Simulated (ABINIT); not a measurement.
# BN (F-43m): refractive index against wavelength

The refractive index of BN (F-43m) below the direct gap (8.75 eV on the mesh) is read from one computed spectrum, n = √(Re ε).

Cell: a, b, c = 2.556, 2.556, 2.556 Å (primitive vectors), 2 atoms.

Method: ABINIT 10.8.3, LDA, independent particles, k-mesh 16×16×16, Lorentzian half width 0.04 eV.

Launch of the response step: `optic optic.abi`. The run took 45 s, its band step included, on 4 threads of AMD EPYC (Zen 3), with other jobs on the host.

| wavelength (nm) | photon energy E (eV) | n |
| --- | --- | --- |
| 532 | 2.331 | 2.1835 |
| 450 | 2.755 | 2.1965 |
| 405 | 3.061 | 2.2076 |
| 365 | 3.397 | 2.2214 |
| 308 | 4.025 | 2.2526 |
| 266 | 4.661 | 2.2924 |
| 248 | 4.999 | ? |

In the single-oscillator model n² − 1 = E₀E_d/(E₀² − E²), so 1/(n² − 1) = E₀/E_d − E²/(E₀E_d) is linear in E².

Working, on the rows shown:

| x = E² (eV²) | y = 1/(n² − 1) |
| --- | --- |
| 5.43137 | 0.265416 |
| 7.59115 | 0.261464 |
| 9.37179 | 0.258165 |
| 11.5384 | 0.254154 |
| 16.2043 | 0.245447 |
| 21.7255 | 0.235012 |

Means: x̄ = 11.977, ȳ = 0.25328. Σ(x − x̄)(y − ȳ) = -0.3396, Σ(x − x̄)² = 182. Slope = -0.3396 / 182 = -0.001867; intercept = ȳ − slope · x̄ = 0.27563. Turned back into n, the line misses the rows shown by at most 0.00027.

Predict the last column of the withheld row from the fit.

At x = 24.994 the line gives y = 0.22898, that is 2.3167. The run gave 2.3177, so the extrapolation is off by 0.00098, 0.7 % of the range in the table.

Refitted with all rows, the slope is -0.001875 and the intercept 0.27571. These give E₀ = √(intercept/−slope) = 12.13 eV and E_d = E₀/intercept = 44.0 eV; E₀ is 1.4 times the direct gap. The electronic limit at long wavelengths, without lattice vibrations, is n = √(1 + 1/intercept) = 2.151. Excitons are left out and so are local fields; LDA gaps are as a rule too small. The values come from a sum over the points of one k-mesh and carry its error, which grows as the direct gap shrinks.
